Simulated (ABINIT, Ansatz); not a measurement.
# Quasiparticle gap of WS2 (Tungstenite) in ABINIT

Aim: the G0W0 gap of WS2 (Tungstenite) on PBE, step by step.

Main program and level: ABINIT 10.8.3; PBE and many-body steps on it, plane waves.

The database entry behind the starting cell differs from later determinations by our own check (an axis about 1.4 % long against later determinations), so it need not match the best structure at ambient conditions.

### Step 1. The starting structure

It takes space group P6_3/mmc (No. 194, hexagonal). Conventional cell: a = 3.180 Å, b = 3.180 Å, c = 12.500 Å, α = 90.00°, β = 90.00°, γ = 120.00°. Nearest to W lie 6 S at 2.41 Å. S has 3 W at 2.41 Å nearest. Farther neighbours and most contacts between anions are not listed.

Structure file:

```cif
data_structure
_symmetry_space_group_name_H-M 'P6_3/mmc'
_symmetry_Int_Tables_number 194
_cell_length_a 3.1800
_cell_length_b 3.1800
_cell_length_c 12.5000
_cell_angle_alpha 90.000
_cell_angle_beta 90.000
_cell_angle_gamma 120.000
_cell_volume 109.47
loop_
_atom_site_label
_atom_site_type_symbol
_atom_site_symmetry_multiplicity
_atom_site_Wyckoff_symbol
_atom_site_fract_x
_atom_site_fract_y
_atom_site_fract_z
_atom_site_occupancy
W1 W 2 c 0.33333 0.66667 0.25000 1
S1 S 4 f 0.33333 0.66667 0.62500 1
```

The cell and positions come from the Crystallography Open Database and are kept as given unless a step says otherwise. Spin-orbit coupling is left out unless a step names it.

### Step 2. Ground state

This step: ABINIT 10.8.3; DFT, PBE, plane waves, norm-conserving pseudopotentials.

The ground-state density comes first.

run.abi

```
acell 3*1.0 Angstrom
rprim 
  3.179999999980 0.000000000005 0.000000000000
  -1.589999999994 2.753960784015 0.000000000000
  0.000000000000 0.000000000000 12.500000000000
ntypat 2
znucl 74 16
natom 6
typat 1 1 2 2 2 2
xred 
  0.333333333333 0.666666666667 0.250000000000
  0.666666666667 0.333333333333 0.750000000000
  0.333333333333 0.666666666667 0.625000000000
  0.666666666667 0.333333333333 0.125000000000
  0.333333333333 0.666666666667 0.875000000000
  0.666666666667 0.333333333333 0.375000000000
pp_dirpath "pseudos"
pseudos "W.upf, S.upf"
ecut 31
ngkpt 6 6 2
nshiftk 1
shiftk 0 0 0
kptopt 1
chksymbreak 0
nband 33
occopt 1
tolvrs 1e-10
nstep 60
prtwf 0
optforces 0
optstress 0
indata_prefix "in"
outdata_prefix "out"
tmpdata_prefix "tmp"
```

On the command line:

```console
> OMP_NUM_THREADS=1 mpirun -n 4 abinit run.abi > log
```

Numbers of over 12 decimals in the logs are rounded to 6 here.

What it wrote:

```text
.Version 10.8.3 of ABINIT. v10.8.2 released Aug 2026.

 Symmetries : space group P6_3/m m c (#194); Bravais hP (primitive hexag.)
================================================================================
 Values of the parameters that define the memory need of the present run
     intxc =       0    ionmov =       0      iscf =       7    lmnmax =       8
     lnmax =       8     mgfft =     120  mpssoang =       4    mqgrid =    5921
     natom =       6  nloc_mem =       1    nspden =       1   nspinor =       1
    nsppol =       1      nsym =      24    n1xccc =    2501    ntypat =       2
    occopt =       1   xclevel =       2
-    mband =          33        mffmem =           1         mkmem =           4
       mpw =        6135          nfft =      122880          nkpt =          14
================================================================================
  Rough estimation (10% accuracy) of disk space for files :
================================================================================

--------------------------------------------------------------------------------
------------- Echo of variables that govern the present computation ------------
--------------------------------------------------------------------------------
 -outvars: echo values of preprocessed input variables --------
            acell      1.8897261259E+00  1.8897261259E+00  1.8897261259E+00 Bohr

      chksymbreak           0
             ecut      3.10000000E+01 Hartree
-          fftalg         312

              ixc     -101130
              kpt      0.00000000E+00  0.00000000E+00  0.00000000E+00
                       1.66666667E-01  0.00000000E+00  0.00000000E+00
                       3.33333333E-01  0.00000000E+00  0.00000000E+00
                       5.00000000E-01  0.00000000E+00  0.00000000E+00
                       1.66666667E-01  1.66666667E-01  0.00000000E+00
                       3.33333333E-01  1.66666667E-01  0.00000000E+00
                       3.33333333E-01  3.33333333E-01  0.00000000E+00
                       0.00000000E+00  0.00000000E+00  5.00000000E-01
                       1.66666667E-01  0.00000000E+00  5.00000000E-01
                       3.33333333E-01  0.00000000E+00  5.00000000E-01
                       5.00000000E-01  0.00000000E+00  5.00000000E-01
[...]
kptrlatt        6    0    0      0    6    0      0    0    2
          kptrlen      3.60559745E+01
P           mkmem           4
            natom           6
            nband          33
            ngfft          32      32     120
             nkpt          14
            nstep          60
             nsym          24
           ntypat           2
              occ      2.000000  2.000000  2.000000  2.000000  2.000000  2.000000
                       2.000000  2.000000  2.000000  2.000000  2.000000  2.000000
                       2.000000  2.000000  2.000000  2.000000  2.000000  2.000000
                       2.000000  2.000000  2.000000  2.000000  2.000000  2.000000
                       2.000000  2.000000  0.000000  0.000000  0.000000  0.000000
[...]
optforces           0
        optstress           0
            prtwf           0
            rprim      3.1800000000E+00  5.0000000000E-12  0.0000000000E+00
[...]
spgroup         194

           tolvrs      1.00000000E-10

             xred      3.3333333333E-01  6.6666666667E-01  2.5000000000E-01
[...]
znucl       74.00000   16.00000

================================================================================

 chkinp: Checking input parameters for consistency.

================================================================================
== DATASET  1 ==================================================================
-   mpi_nproc: 4, omp_nthreads: 1 (-1 if OMP is not activated)

--- !DatasetInfo
iteration_state: {dtset: 1, }
dimensions: {natom: 6, nkpt: 14, mband: 33, nsppol: 1, nspinor: 1, nspden: 1, mpw: 6135, }
cutoff_energies: {ecut:  31.0, pawecutdg:  -1.0, }
electrons: {nelect:   5.20000000E+01, charge:   0.00000000E+00, occopt:   1.00000000E+00, tsmear:   1.00000000E-02, }

 Real(R)+Recip(G) space primitive vectors, cartesian coordinates (Bohr,Bohr^-1):
 R(1)=  6.0093291  0.0000000  0.0000000  G(1)=  0.1664079  0.0960757  0.0000000
 R(2)= -3.0046645  5.2042316  0.0000000  G(2)=  0.0000000  0.1921513  0.0000000
 R(3)=  0.0000000  0.0000000 23.6215766  G(3)=  0.0000000  0.0000000  0.0423342
 Unit cell volume ucvol=  7.3873978E+02 bohr^3
 Angles (23,13,12)=  9.00000000E+01  9.00000000E+01  1.20000000E+02 degrees

 getcut: wavevector=  0.0000  0.0000  0.0000  ngfft=  32  32 120
         ecut(hartree)=     31.000   => boxcut(ratio)=   2.02687

--- Pseudopotential description ------------------------------------------------
- W Generated using ONCVPSP code by D. R. Hamann
- 74.00000  14.00000  171031                  znucl, zion, pspdat
12 -101130 3 -1 1396                          pspcod,pspxc,lmax,lloc,mmax
     nproj     2     2     2     2
  pspatm : epsatm=   11.70739509
         --- l  ekb(1:nproj) -->
[...]
pspatm: atomic psp has been read  and splines computed

- S Generated using ONCVPSP code by D. R. Hamann
- 16.00000   6.00000  171031                  znucl, zion, pspdat
12 -101130 2 -1 1146                          pspcod,pspxc,lmax,lloc,mmax
     nproj     2     2     2     0
  pspatm : epsatm=    9.01821529
         --- l  ekb(1:nproj) -->
[...]
pspatm: atomic psp has been read  and splines computed

   3.09335787E+03                                ecore*ucvol(ha*bohr**3)
--------------------------------------------------------------------------------

_setup2: Arith. and geom. avg. npw (full set) are    6089.236    6089.179

================================================================================

--- !BeginCycle
iteration_state: {dtset: 1, }
solver: {iscf: 7, nstep: 60, nline: 4, wfoptalg: 0, }
tolerances: {tolvrs: 1.00E-10, }

     iter   Etot(hartree)      deltaE(h)  residm     vres2
 ETOT  1  -195.84044828322    -1.958E+02 8.988E-02 1.928E+02
 ETOT  2  -195.87178589941    -3.134E-02 3.548E-02 1.475E+03
 ETOT  3  -196.03047748826    -1.587E-01 4.414E-03 1.081E+01
 ETOT  4  -196.03149164798    -1.014E-03 3.061E-03 2.965E+00
 ETOT  5  -196.03165257722    -1.609E-04 2.525E-03 2.019E-02
 ETOT  6  -196.03165482508    -2.248E-06 2.101E-03 1.119E-02
 ETOT  7  -196.03165542620    -6.011E-07 1.312E-03 9.620E-05
 ETOT  8  -196.03165543464    -8.443E-09 1.604E-03 7.574E-07
 ETOT  9  -196.03165543476    -1.159E-10 8.030E-04 1.153E-07
 ETOT 10  -196.03165543477    -1.523E-11 8.931E-04 7.026E-10
 ETOT 11  -196.03165543478    -8.072E-12 7.036E-04 1.784E-10
 ETOT 12  -196.03165543477     7.191E-12 6.986E-04 4.000E-12

 At SCF step   12       vres2   =  4.00E-12 < tolvrs=  1.00E-10 =>converged.

--- !ResultsGS
iteration_state: {dtset: 1, }
comment   : Summary of ground state results
lattice_vectors:
- [  6.0093291,   0.0000000,   0.0000000, ]
- [ -3.0046645,   5.2042316,   0.0000000, ]
- [  0.0000000,   0.0000000,  23.6215766, ]
lattice_lengths: [   6.00933,    6.00933,   23.62158, ]
lattice_angles: [ 90.000,  90.000, 120.000, ] # degrees, (23, 13, 12)
lattice_volume:   7.3873978E+02
convergence: {deltae:  7.191E-12, res2:  4.000E-12, residm:  6.986E-04, diffor:  0.000E+00, }
etotal    :  -1.96031655E+02
entropy   :   0.00000000E+00
fermie    :   3.33375683E-01
cartesian_stress_tensor: null
pressure_GPa: null
xred      :
- [  3.3333E-01,   6.6667E-01,   2.5000E-01,  W]
- [  6.6667E-01,   3.3333E-01,   7.5000E-01,  W]
- [  3.3333E-01,   6.6667E-01,   6.2500E-01,  S]
- [  6.6667E-01,   3.3333E-01,   1.2500E-01,  S]
- [  3.3333E-01,   6.6667E-01,   8.7500E-01,  S]
- [  6.6667E-01,   3.3333E-01,   3.7500E-01,  S]
cartesian_forces: null
force_length_stats: {min: null, max: null, mean: null, }

 Integrated electronic density in atomic spheres:
 ------------------------------------------------
 Atom  Sphere_radius  Integrated_density
[...]
================================================================================

 ----iterations are completed or convergence reached----

 Mean square residual over all n,k,spin=   35.733E-07; max=  69.859E-05
 reduced coordinates (array xred) for    6 atoms
[...]
0.666666666667      0.333333333333      0.750000000000
       0.333333333333      0.666666666667      0.625000000000
       0.666666666667      0.333333333333      0.125000000000
       0.333333333333      0.666666666667      0.875000000000
       0.666666666667      0.333333333333      0.375000000000
 rms dE/dt=  0.0000E+00; max dE/dt=  0.0000E+00; dE/dt below (all hartree)
    1       0.000000000000      0.000000000000      0.000000000000
    2       0.000000000000      0.000000000000      0.000000000000
    3       0.000000000000      0.000000000000      0.000000000000
    4       0.000000000000      0.000000000000      0.000000000000
    5       0.000000000000      0.000000000000      0.000000000000
    6       0.000000000000      0.000000000000      0.000000000000

 cartesian coordinates (angstrom) at end:
    1     -2.67e-12     1.835974     3.125000
    2      1.590000     0.917987     9.375000
    3     -2.67e-12     1.835974     7.812500
    4      1.590000     0.917987     1.562500
    5     -2.67e-12     1.835974    10.937500
    6      1.590000     0.917987     4.687500
 length scales=  1.889726125908  1.889726125908  1.889726125908 bohr
              =  1.000000000000  1.000000000000  1.000000000000 angstroms
 prteigrs : about to open file out_EIG
 Fermi (or HOMO) energy (hartree) =   0.33338   Average Vxc (hartree)=  -0.40338
 Eigenvalues (hartree) for nkpt=  14  k points:
 kpt#   1, nband= 33, wtk=  0.01389, kpt=  0.0000  0.0000  0.0000 (reduced coord)
  -2.41039   -2.41039   -1.09637   -1.09637   -1.09049   -1.09049   -1.09049   -1.09049
  -0.23756   -0.23079   -0.17983   -0.16678    0.05852    0.09205    0.19894    0.20362
   0.20362    0.20405    0.20405    0.24862    0.24862    0.25018    0.25018    0.27554
   0.29341    0.33338    0.41589    0.41590    0.41617    0.41686    0.41942    0.42450
   0.42498
 prteigrs : prtvol=0 or 1, do not print more k-points.

--- !EnergyTerms
iteration_state     : {dtset: 1, }
comment             : Components of total free energy in Hartree
kinetic             :  5.62125947351080E+01
hartree             :  5.34434316888431E+01
xc                  : -4.59193790446670E+01
Ewald energy        : -1.17148133687695E+02
psp_core            :  4.18734437665154E+00
local_psp           : -1.77980305051555E+02
non_local_psp       :  3.11727915485406E+01
total_energy        : -1.96031655434773E+02
total_energy_eV     : -5.33429309247467E+03
band_energy         : -1.87776300819410E+01

== END DATASET(S) ==============================================================
================================================================================

 -outvars: echo values of variables after computation  --------
           etotal     -1.9603165543E+02
            nband          33
             nkpt          14
          spgroup         194
 [... the other variables as echoed above ...]

 Calculation completed.
```

The job ended after 31 s (4 MPI ranks of Arm Neoverse V2, shared host; peak memory 0.44 GiB; 2 min of CPU time).

Numbers from this step:

* total energy: -5334.2931 eV
* gap: 1.050 eV
* k of the valence top: 0, 0, 0
* k of the conduction bottom: 0.1667, 0.1667, 0
* least direct gap: 1.737 eV

The gap is indirect, with the least direct gap 0.69 eV higher.

### Step 3. Empty states on the mesh, 3×3×1 mesh, 300 bands

The sums over transitions need many empty states on a uniform mesh; this step solves for them.

Changes to run.abi since step 2:

```diff
@@ -19,3 +19,3 @@
 ecut 31
-ngkpt 6 6 2
+ngkpt 3 3 1
 nshiftk 1
@@ -24,9 +24,10 @@
 chksymbreak 0
-nband 33
-occopt 1
-tolvrs 1e-10
+iscf -2
+irdden 1
+istwfk *1
+nband 300
+nbdbuf 26
+tolwfr 1e-09
 nstep 60
-prtwf 0
-optforces 0
-optstress 0
+prtvol 0
 indata_prefix "in"
```

What it wrote:

```text
.Version 10.8.3 of ABINIT. v10.8.2 released Aug 2026.

 Symmetries : space group P6_3/m m c (#194); Bravais hP (primitive hexag.)
[... echo of the input left out ...]
== DATASET  1 ==================================================================
-   mpi_nproc: 4, omp_nthreads: 1 (-1 if OMP is not activated)
-    --> not optimal distribution: autoparal keyword recommended in input file <--

--- !DatasetInfo
iteration_state: {dtset: 1, }
dimensions: {natom: 6, nkpt: 3, mband: 300, nsppol: 1, nspinor: 1, nspden: 1, mpw: 6137, }
cutoff_energies: {ecut:  31.0, pawecutdg:  -1.0, }
electrons: {nelect:   5.20000000E+01, charge:   0.00000000E+00, occopt:   1.00000000E+00, tsmear:   1.00000000E-02, }

 Real(R)+Recip(G) space primitive vectors, cartesian coordinates (Bohr,Bohr^-1):
 R(1)=  6.0093291  0.0000000  0.0000000  G(1)=  0.1664079  0.0960757  0.0000000
 R(2)= -3.0046645  5.2042316  0.0000000  G(2)=  0.0000000  0.1921513  0.0000000
 R(3)=  0.0000000  0.0000000 23.6215766  G(3)=  0.0000000  0.0000000  0.0423342
 Unit cell volume ucvol=  7.3873978E+02 bohr^3
 Angles (23,13,12)=  9.00000000E+01  9.00000000E+01  1.20000000E+02 degrees

 getcut: wavevector=  0.0000  0.0000  0.0000  ngfft=  32  32 120
         ecut(hartree)=     31.000   => boxcut(ratio)=   2.02687

--- Pseudopotential description ------------------------------------------------
- W Generated using ONCVPSP code by D. R. Hamann
- 74.00000  14.00000  171031                  znucl, zion, pspdat
12 -101130 3 -1 1396                          pspcod,pspxc,lmax,lloc,mmax
     nproj     2     2     2     2
  pspatm : epsatm=   11.70739509
         --- l  ekb(1:nproj) -->
             0   12.992056    1.844411
             1    9.080024    1.409692
             2    4.470007    0.514403
[...]
pspatm: atomic psp has been read  and splines computed

- S Generated using ONCVPSP code by D. R. Hamann
- 16.00000   6.00000  171031                  znucl, zion, pspdat
12 -101130 2 -1 1146                          pspcod,pspxc,lmax,lloc,mmax
     nproj     2     2     2     0
  pspatm : epsatm=    9.01821529
         --- l  ekb(1:nproj) -->
[...]
pspatm: atomic psp has been read  and splines computed

--------------------------------------------------------------------------------

================================================================================
 prteigrs : about to open file out_EIG
 Non-SCF case, kpt    1 (  0.00000  0.00000  0.00000), residuals and eigenvalues=
  2.67E-10  2.90E-10  9.08E-10  5.33E-10  2.80E-10  7.55E-10  8.54E-11  2.91E-10
  8.60E-10  8.69E-11  1.32E-10  1.41E-10  2.37E-10  2.09E-10  3.26E-10  2.93E-10
  4.82E-10  3.05E-10  5.09E-10  3.00E-10  5.94E-10  2.83E-10  4.94E-10  2.72E-10
[...]
5.16E-04  3.66E-05  1.93E-04  3.42E-04
 -2.4104E+00 -2.4104E+00 -1.0964E+00 -1.0964E+00 -1.0905E+00 -1.0905E+00
 -1.0905E+00 -1.0905E+00 -2.3756E-01 -2.3079E-01 -1.7983E-01 -1.6678E-01
  5.8525E-02  9.2054E-02  1.9894E-01  2.0362E-01  2.0362E-01  2.0405E-01
[...]
3.6840E+00  3.6926E+00  3.7158E+00  3.7159E+00  3.7437E+00  3.7442E+00
  3.7662E+00  3.7684E+00  3.7730E+00  3.7838E+00  3.7850E+00  3.7865E+00
 prteigrs : prtvol=0 or 1, do not print more k-points.

--- !ResultsGS
iteration_state: {dtset: 1, }
comment   : Summary of ground state results
lattice_vectors:
- [  6.0093291,   0.0000000,   0.0000000, ]
- [ -3.0046645,   5.2042316,   0.0000000, ]
- [  0.0000000,   0.0000000,  23.6215766, ]
lattice_lengths: [   6.00933,    6.00933,   23.62158, ]
lattice_angles: [ 90.000,  90.000, 120.000, ] # degrees, (23, 13, 12)
lattice_volume:   7.3873978E+02
convergence: {deltae:  0.000E+00, res2:  0.000E+00, residm:  9.969E-10, diffor:  0.000E+00, }
etotal    :  -1.96031655E+02
entropy   :   0.00000000E+00
fermie    :   3.33375683E-01
cartesian_stress_tensor: null
pressure_GPa: null
xred      :
- [  3.3333E-01,   6.6667E-01,   2.5000E-01,  W]
- [  6.6667E-01,   3.3333E-01,   7.5000E-01,  W]
- [  3.3333E-01,   6.6667E-01,   6.2500E-01,  S]
- [  6.6667E-01,   3.3333E-01,   1.2500E-01,  S]
- [  3.3333E-01,   6.6667E-01,   8.7500E-01,  S]
- [  6.6667E-01,   3.3333E-01,   3.7500E-01,  S]
cartesian_forces: null
force_length_stats: {min: null, max: null, mean: null, }

 Integrated electronic density in atomic spheres:
 ------------------------------------------------
 Atom  Sphere_radius  Integrated_density
[...]
================================================================================

 ----iterations are completed or convergence reached----

 Mean square residual over all n,k,spin=   42.305E-11; max=  99.694E-11
 reduced coordinates (array xred) for    6 atoms
[...]
0.333333333333      0.666666666667      0.875000000000
       0.666666666667      0.333333333333      0.375000000000

 cartesian coordinates (angstrom) at end:
    1     -2.67e-12     1.835974     3.125000
    2      1.590000     0.917987     9.375000
[...]
6      1.590000     0.917987     4.687500
 length scales=  1.889726125908  1.889726125908  1.889726125908 bohr
              =  1.000000000000  1.000000000000  1.000000000000 angstroms
 prteigrs : about to open file out_EIG
 Eigenvalues (hartree) for nkpt=   3  k points:
 kpt#   1, nband=300, wtk=  0.11111, kpt=  0.0000  0.0000  0.0000 (reduced coord)
[...]
3.58328    3.58328    3.58975    3.61051    3.61530    3.61530    3.64479    3.66879
   3.68399    3.69265    3.71582    3.71595    3.74374    3.74418    3.76618    3.76838
   3.77301    3.78385    3.78497    3.78655
 prteigrs : prtvol=0 or 1, do not print more k-points.

== END DATASET(S) ==============================================================
================================================================================

 -outvars: echo values of variables after computation  --------
            nband         300
             nkpt           3
          spgroup         194
 [... the other variables as echoed above ...]

 Calculation completed.
```

It took 89 s on 4 MPI ranks; peak memory 0.49 GiB.

This step gave:

```
gap                                                           : 1.175 eV
k of the valence top                                          : 0, 0, 0
k of the conduction bottom                                    : 0.3333, 0.3333, 0
least direct gap                                              : 1.737 eV
k points computed                                             : 3
lowest point of the top converged band, above the valence top : 84.9580 eV
```

On this mesh the gap is 1.175 eV. The earlier step found 1.050 eV, so this mesh misses an edge.

(Part 1 of 2 ends here.)

[Paths, hosts, dates, memory and timing lines, banners, echoed tables and standing remarks are left out of the program output.]

[Logs are printed without paths, hosts, clocks, repeated set-up lines and the standing remarks that a program may print on its own settings, such as how far it seeks lower states.]

[Runs of the session that timed out or met a known fault of the program may be left out.]

[Hosts, paths, dates, database ids (printed as entryN), source tags and the programs' standing remarks are cut or masked in the printed files.]

[G0W0 gaps are taken among the corrected bands and points alone; a level outside them can change the order at an edge.]

[Where Ansatz stands beside ABINIT at settings called matched, ABINIT's density can come from a denser mesh and the files from another edition; pairs whose starting gaps differed by over 0.03 eV were left out, so agreement reads better than it is.]
